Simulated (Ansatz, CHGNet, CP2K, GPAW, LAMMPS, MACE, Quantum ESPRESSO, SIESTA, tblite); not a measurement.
# tblite runs on amorphous polyacrylonitrile (as short chains C14N4H18) at 360 K (108 atoms)

Wanted: tblite inputs and outputs for amorphous polyacrylonitrile (as short chains C14N4H18) at 360 K (108 atoms), checked against a plane-wave reference.

Program: tblite 0.8.0. Level of theory: the method is named at each step. Results are calculated unless marked as measured.

### Step 1. The structure

The cell holds 108 atoms: 42 C, 12 N and 54 H. Cell: a = 10.346 Å, b = 10.346 Å, c = 10.346 Å, α = 90.0°, β = 90.0°, γ = 90.0°. 3 polyacrylonitrile chains of 4 units with methyl end groups placed at random, at 1.09 g/cm³; overlaps pushed apart, then 20 ps at 800 K with MMFF94 bonds, angles, torsions, charges and radii (Halgren, J. Comput. Chem. 17, 490 (1996)) in harmonic and 12-6 forms. Snapshot after 30 ps at 360 K and fixed volume.

The yardstick, on the same geometry:

| Item | Value |
| --- | --- |
| method | Kohn-Sham DFT, PBE, SSSP efficiency 1.3.0 pseudopotentials, plane waves (Quantum ESPRESSO 7.5); sssp-pbe-1.3.0-efficiency, cutoffs 60/480 Ry, Γ point |
| r.m.s. force component | 1.208 eV/Å |
| longest force | 5.409 eV/Å |
| pressure | 3.22 GPa |
| gap (highest filled to lowest empty level) | 5.888 eV |
| time | 1.8 min on 2 MPI ranks of Arm Neoverse V2, shared host |
| CPU time | 3.6 min |

### Step 2. GFN2-xTB

Method: GFN2-xTB tight binding, diagonalisation.

File run.py:

```python
import numpy as np
from ase.io import read
from tblite.ase import TBLite

atoms = read("structure.xyz")
atoms.calc = TBLite(method="GFN2-xTB", electronic_temperature=580, accuracy=1.0, max_iterations=250, mixer_damping=0.4, verbosity=1)
energy = atoms.get_potential_energy()
forces = atoms.get_forces()
print(f"energy {energy:.6f} eV")
print("forces (eV/A)")
for i, (a, f) in enumerate(zip(atoms, forces)):
    print(f"{i:4d} {a.symbol:2s} {f[0]:10.5f} {f[1]:10.5f} {f[2]:10.5f}")
stress = -atoms.get_stress(voigt=False) * 160.21766
print("stress (GPa, compression positive)")
for row in stress:
    print(" ".join(f"{x:10.4f}" for x in row))
print("charges (e)")
print(np.array2string(atoms.get_charges(), precision=4, suppress_small=True, max_line_width=110, threshold=100000))
```

File structure.xyz:

```xyz
108
Lattice="10.34621 0.00000 0.00000 0.00000 10.34621 0.00000 0.00000 0.00000 10.34621" Properties=species:S:1:pos:R:3 pbc="T T T"
C 0.73044 7.25176 3.71770
C 1.68291 6.50435 2.75457
C 2.69498 7.49448 2.24554
C 2.27420 7.99576 0.90902
N 1.98099 8.51441 10.24844
C 4.12245 6.89006 2.27337
C 4.61193 5.87934 1.24486
C 4.79071 6.61599 0.00445
N 4.64183 7.25683 9.43202
C 3.58548 4.71042 1.12256
C 4.33548 3.42656 0.81590
C 5.32623 3.05275 1.89667
N 5.88430 2.52023 2.79213
C 3.27447 2.42050 0.77690
C 3.48605 1.08718 0.07242
C 4.39331 0.24376 0.86815
N 5.13958 9.95378 1.46916
C 4.06927 1.10001 9.05697
H 1.20430 7.53711 4.62000
H 10.22392 6.69679 3.91573
H 0.30397 8.13843 3.15239
H 2.08042 5.78105 3.40183
H 1.21444 5.95787 1.93102
H 2.69260 8.42492 2.92332
H 4.11252 6.35599 3.16904
H 4.78864 7.68237 2.59773
H 5.47025 5.53729 1.65239
H 3.00940 4.63965 1.97271
H 2.85338 4.98791 0.51152
H 4.85072 3.44136 10.20974
H 2.38242 2.84500 0.19844
H 2.87987 2.29789 1.80800
H 2.56120 0.59791 10.29272
H 4.30102 2.17446 8.72972
H 4.98594 0.52704 8.97503
H 3.24612 0.68399 8.39347
C 1.73434 5.04150 6.35195
C 1.39498 5.22701 7.88092
C 0.19130 6.10933 7.98220
C 0.49196 7.38823 7.34912
N 0.77990 8.43382 6.88613
C 10.03189 6.35423 9.44112
C 8.56718 6.73807 9.44257
C 7.67947 5.65886 9.06152
N 6.97541 4.80126 8.81942
C 8.27852 7.29967 0.45347
C 8.95051 8.69454 0.86318
C 8.35394 9.04321 2.15098
N 7.91216 9.16105 3.19160
C 8.52859 9.78017 10.18408
C 8.83432 0.93592 0.17133
C 10.01875 1.41236 9.66667
N 0.57225 1.85425 9.03690
C 7.66923 1.84152 10.23509
H 2.51785 5.71152 6.10799
H 2.11559 4.00719 6.24011
[... 48 atom lines left out ...]
H 3.84310 9.35411 6.80243
H 3.70487 7.35471 5.46114
H 5.41107 7.55635 4.91207
H 5.05071 7.09740 6.66037
```

The run is started by

```bash
$ OMP_NUM_THREADS=1 python run.py > output.txt
```

Log:

```text
------------------------------------------------------------
  cycle        total energy    energy error   density error
------------------------------------------------------------
      1     -150.6777618676  -1.5336804E+02   2.1297530E-01
      2     -150.8916718582  -2.1390999E-01   1.4184761E-01
      3     -151.6649061994  -7.7323434E-01   9.4394855E-02
      4     -151.9754517763  -3.1054558E-01   1.9371835E-02
      5     -152.0053660469  -2.9914271E-02   8.2736540E-03
      6     -152.0069732792  -1.6072323E-03   4.8936887E-03
      7     -152.0080703969  -1.0971177E-03   2.6133450E-03
      8     -152.0085756580  -5.0526103E-04   6.9468353E-04
      9     -152.0085951768  -1.9518838E-05   2.2866749E-04
     10     -152.0085984266  -3.2498240E-06   1.1007277E-04
     11     -152.0085991832  -7.5659190E-07   4.7664814E-05
     12     -152.0085992106  -2.7357743E-08   3.0636454E-05
     13     -152.0085992783  -6.7714353E-08   8.7602207E-06
------------------------------------------------------------
 total:                                   7.353 sec
energy -4136.364674 eV
forces (eV/A)
   0 C    -0.39075    1.43260   -2.96599
   1 C    -1.46418    0.79813    0.61647
   2 C     0.43554    1.28134   -1.35321
   3 C     0.11571    1.39919   -1.25466
   4 N     0.62590   -1.61093    2.70614
   5 C    -0.62398    1.27279    0.65686
   6 C    -2.79215    1.73934   -1.17115
   7 C    -0.50436   -1.44646    1.62857
   8 N     0.23666    1.04581   -1.73728
   9 C     4.51044    0.70006    0.85364
  10 C     1.67737    0.34946    0.93927
  11 C     0.34065   -1.87623    2.07181
  12 N    -1.85288    2.33462   -3.22102
  13 C    -3.24228   -1.00825   -0.42813
  14 C     1.78698   -0.80666    2.18870
  15 C    -0.26999   -0.01045    0.24644
  16 N    -0.52000    0.31136   -0.36887
  17 C    -0.39421    1.59418   -2.52419
  18 H     0.44727    0.38179    0.52515
  19 H    -1.46216   -1.33681    0.62614
  20 H     0.69490   -0.51896    0.93395
  21 H     1.12886   -1.16938    0.67498
  22 H    -0.51081    0.38153    0.18124
  23 H     0.05384   -1.12889   -0.92344
[...]
100 H     0.29821   -0.57006   -1.27892
 101 H    -0.04353    1.00027   -2.52404
 102 H     0.11935   -0.89510   -1.08086
 103 H    -0.48190   -0.58628   -0.23789
 104 H     0.67692    0.07889   -0.27311
 105 H     0.54936    0.28028    0.24185
 106 H    -0.48418   -0.14950    0.87688
 107 H    -0.41439    0.66696   -1.01576
stress (GPa, compression positive)
    0.9009    -1.0468    -0.3185
   -1.0468    -1.0928     0.6434
   -0.3185     0.6434    -2.8117
charges (e)
[-0.103  -0.0477 -0.0032  0.1111 -0.2356 -0.0597 -0.0128  0.1182 -0.2395 -0.0584 -0.0036  0.0999 -0.2372
 -0.0352 -0.0116  0.1155 -0.2732 -0.0906  0.0526  0.0385  0.0272  0.0385  0.0324  0.0625  0.0517  0.0599
  0.0716  0.0543  0.0614  0.0889  0.0561  0.0207  0.1     0.0562  0.0503  0.0454 -0.1055 -0.0514 -0.0069
  0.1218 -0.2476 -0.0568 -0.0102  0.1127 -0.2407 -0.0452 -0.0056  0.1266 -0.2422 -0.056   0.0035  0.1145
 -0.2686 -0.0852  0.0396  0.0389  0.0381  0.0468  0.0487  0.0632  0.0633  0.0417  0.0716  0.0332  0.0493
  0.0664  0.071   0.0697  0.0733  0.0304  0.0461  0.0474 -0.0894 -0.0474 -0.0084  0.1184 -0.2667 -0.0519
 -0.0037  0.1116 -0.261  -0.0484 -0.0069  0.1143 -0.2461 -0.0513  0.0003  0.1121 -0.2577 -0.0844  0.0198
  0.0558  0.0117  0.0594  0.0547  0.0719  0.0591  0.0761  0.0375  0.0695  0.0568  0.0664  0.0542  0.0693
  0.0769  0.0316  0.0396  0.0587]
```

Run time: 7.8 s. Hardware: 1 thread of Arm Neoverse V2, shared host; peak memory 0.16 GiB.

Banners, paths, timers and routine set-up lines are dropped from the logs unmarked, and long logs keep their key lines alone; longer cuts are marked.

Compared with the plane-wave run:

```
r.m.s. force component                  : 1.268 eV/Å
r.m.s. difference of force components   : 590.9 meV/Å
longest difference of force vectors     : 2470 meV/Å
force difference over r.m.s. force      : 48.91 %
slope of forces against the reference's : 0.9309
correlation of force components         : 0.8872
pressure                                : -1.001 GPa
pressure difference                     : -4.221 GPa
```

Length of the force difference by element (eV/Å):

```csv
element,atoms,mean,most
C,42,0.82,1.8
H,54,0.21,0.44
N,12,2.4,2.5
```

A closer look about C54, picked at random: 9 atoms, nearest first, numbered in the order of the input, with positions taken from that point.

```csv
atom,x,y,z,distance (Å),bonds,Mulliken charge (e),Fx,Fy,Fz (eV/Å)
C54,0.00,0.00,0.00,0.00,4,-0.09,-1.39,-0.90,-2.82
H72,0.23,1.04,0.11,1.07,1,0.05,0.11,0.34,0.13
H71,-0.82,-0.29,0.65,1.09,1,0.05,0.02,0.16,-0.10
H70,-0.34,-0.18,-1.11,1.18,1,0.03,0.32,0.46,1.84
C51,1.17,-0.91,0.28,1.50,4,0.00,2.61,1.00,-0.16
H69,1.41,-0.53,1.33,2.01,1,0.07,0.29,-1.45,-0.80
C52,2.35,-0.43,-0.57,2.46,2,0.11,1.54,0.92,-0.80
H68,-0.16,-2.51,-0.07,2.52,1,0.07,-2.60,0.09,-0.18
C50,0.86,-2.41,-0.05,2.56,4,-0.06,1.84,0.88,0.69
```

Atoms are counted from 1 here, from 0 in the log.

Forces lie 49 % from the reference's, at 0.036 times its CPU time (on 1 against 2 cores).

The difference per atom is largest on N (2.4 eV/Å on average, against 0.82 on C).

### Step 3. GFN1-xTB

Method: GFN1-xTB tight binding, diagonalisation.

run.py, as its differences from that of step 2:

```diff
@@ -5,3 +5,3 @@
 atoms = read("structure.xyz")
-atoms.calc = TBLite(method="GFN2-xTB", electronic_temperature=580, accuracy=1.0, max_iterations=250, mixer_damping=0.4, verbosity=1)
+atoms.calc = TBLite(method="GFN1-xTB", electronic_temperature=580, accuracy=1.0, max_iterations=250, mixer_damping=0.4, verbosity=1)
 energy = atoms.get_potential_energy()
```

structure.xyz is that of step 2.

Log:

```text
------------------------------------------------------------
  cycle        total energy    energy error   density error
------------------------------------------------------------
      1     -154.0018764988  -1.5639193E+02   6.5209041E-01
      2     -155.2239182834  -1.2220418E+00   4.3136095E-01
      3     -155.5732260084  -3.4930772E-01   2.4417396E-01
      4     -155.7814960208  -2.0827001E-01   2.8465231E-02
      5     -155.7944209541  -1.2924933E-02   7.1338612E-03
      6     -155.7950902625  -6.6930836E-04   1.4633212E-03
      7     -155.7951084192  -1.8156781E-05   6.5415500E-04
      8     -155.7951149941  -6.5748395E-06   1.1010213E-04
      9     -155.7951151058  -1.1173060E-07   5.3024735E-05
     10     -155.7951151496  -4.3831051E-08   1.5649686E-05
------------------------------------------------------------
 total:                                   1.493 sec
energy -4239.401019 eV
forces (eV/A)
   0 C    -0.41777    1.60232   -3.01031
   1 C    -1.52195    0.77956    0.64852
   2 C     0.51121    1.31118   -1.07044
   3 C     0.01211    1.17908   -1.17227
   4 N     0.48634   -1.24295    2.10805
   5 C    -0.67708    1.23019    0.64260
[...]
105 H     0.50220    0.25620    0.20933
 106 H    -0.50521   -0.16255    0.82424
 107 H    -0.38306    0.68231   -0.95058
stress (GPa, compression positive)
    1.3633    -0.8552    -0.0406
   -0.8552    -0.5031     0.4243
   -0.0406     0.4243    -1.6515
charges (e)
[-0.0961 -0.0558 -0.0053  0.2058 -0.2965 -0.0627 -0.0184  0.2096 -0.3    -0.0698 -0.0039  0.1895 -0.2908
 -0.0391 -0.0067  0.2114 -0.3298 -0.0779  0.0397  0.0421  0.0313  0.0355  0.0325  0.0525  0.042   0.057
  0.0598  0.0512  0.0598  0.0625  0.046   0.03    0.0741  0.0378  0.0428  0.0386 -0.1028 -0.0402 -0.0128
  0.2144 -0.3087 -0.0627 -0.0122  0.2122 -0.3091 -0.0547 -0.0099  0.217  -0.3106 -0.0523  0.0025  0.2132
 -0.3313 -0.0757  0.0404  0.0356  0.0332  0.0374  0.0426  0.0508  0.0508  0.046   0.0589  0.0413  0.0486
  0.0516  0.0503  0.0557  0.0618  0.0241  0.0409  0.041  -0.0835 -0.034  -0.0137  0.207  -0.3196 -0.04
 -0.0155  0.207  -0.3118 -0.0459 -0.0156  0.2101 -0.3107 -0.0481 -0.002   0.2072 -0.3129 -0.0705  0.026
  0.0429  0.0137  0.0437  0.0448  0.0456  0.0548  0.0578  0.0399  0.0468  0.0487  0.0632  0.0472  0.0607
  0.0552  0.0297  0.0337  0.0522]
```

Run time: 2 s. Hardware: 1 thread; peak memory 0.16 GiB.

Compared with the plane-wave run:

```
r.m.s. force component                  : 1.242 eV/Å
r.m.s. difference of force components   : 475.9 meV/Å
longest difference of force vectors     : 1836 meV/Å
force difference over r.m.s. force      : 39.39 %
slope of forces against the reference's : 0.951
correlation of force components         : 0.9249
pressure                                : -0.2638 GPa
pressure difference                     : -3.484 GPa
```

Against the first run (49 %), the force difference from the reference is 39 %, at 0.25 times the CPU time.

### Step 4. The ladder

Differences are against the plane-wave reference, forces as r.m.s. over components; share is that over the reference's r.m.s. force, slope the least-squares factor from reference forces to these. Total energies of different programs have different zeros and aren't compared.

```csv
run,"Δ force, r.m.s. (meV/Å)",share (%),slope,Δ pressure (GPa),cores,CPU time,memory (GiB)
reference,-,-,-,-,2,3.6 min,2.3
tblite GFN2-xTB,591,48.9,0.931,-4.22,1,7.8 s,0.16
tblite GFN1-xTB,476,39.4,0.951,-3.48,1,2 s,0.16
```

CPU time is summed over cores on a shared host, where runs went side by side, so it is rough. Symmetry, cutoffs, thresholds, outputs and thread counts weren't matched or tuned between programs; memory under MPI is the largest rank's times the ranks.

### Step 5. Summary of results

```json
{
  "nearest in forces": "tblite GFN1-xTB, 39 %",
  "its CPU time": "2 s"
}
```

In words: Tight binding differs by 39 % (tblite GFN1-xTB) to 49 % (tblite GFN2-xTB); it is another model, with fitted parameters of its own, and the xTB methods hold dispersion. Of the electronic-structure runs that take under half the reference's CPU time, tblite GFN1-xTB comes nearest, at 39 % in 2 s against 3.6 min; its pressure misses by -3.5 GPa. Periodic xTB results under one method name differ between programs and library versions. The reference's pressure holds the uncorrected Pulay stress of its 60 Ry basis, so small pressure differences, and their order, may be the reference's own error. The network of contacts between molecules at the start is that of the classical potential that made the cell, and needn't be the one that DFT or experiment would give. The reference's PBE has no dispersion term, which matters for the binding between molecules or layers. The density was typed from a rule of thumb and may lie off the real one at this temperature. The electronic-structure runs sample only Γ, in a cell whose shortest periodic width is 10 Å.

[Also dropped from logs without a mark: logging warnings of Python, and SIESTA's first energy breakdown and zero terms.]

[Logs are printed without paths, hosts, clocks, repeated set-up lines and the standing remarks that a program may print on its own settings, such as how far it seeks lower states.]

[Hosts, paths, dates, database ids (printed as entryN), source tags and the programs' standing remarks are cut or masked in the printed files.]

[The MMFF94 radii named for the starting cell were scaled by 0.96; in molecules described by MMFF94, hydrogen bound to N, O or S took a small fixed 12-6 site in their place.]
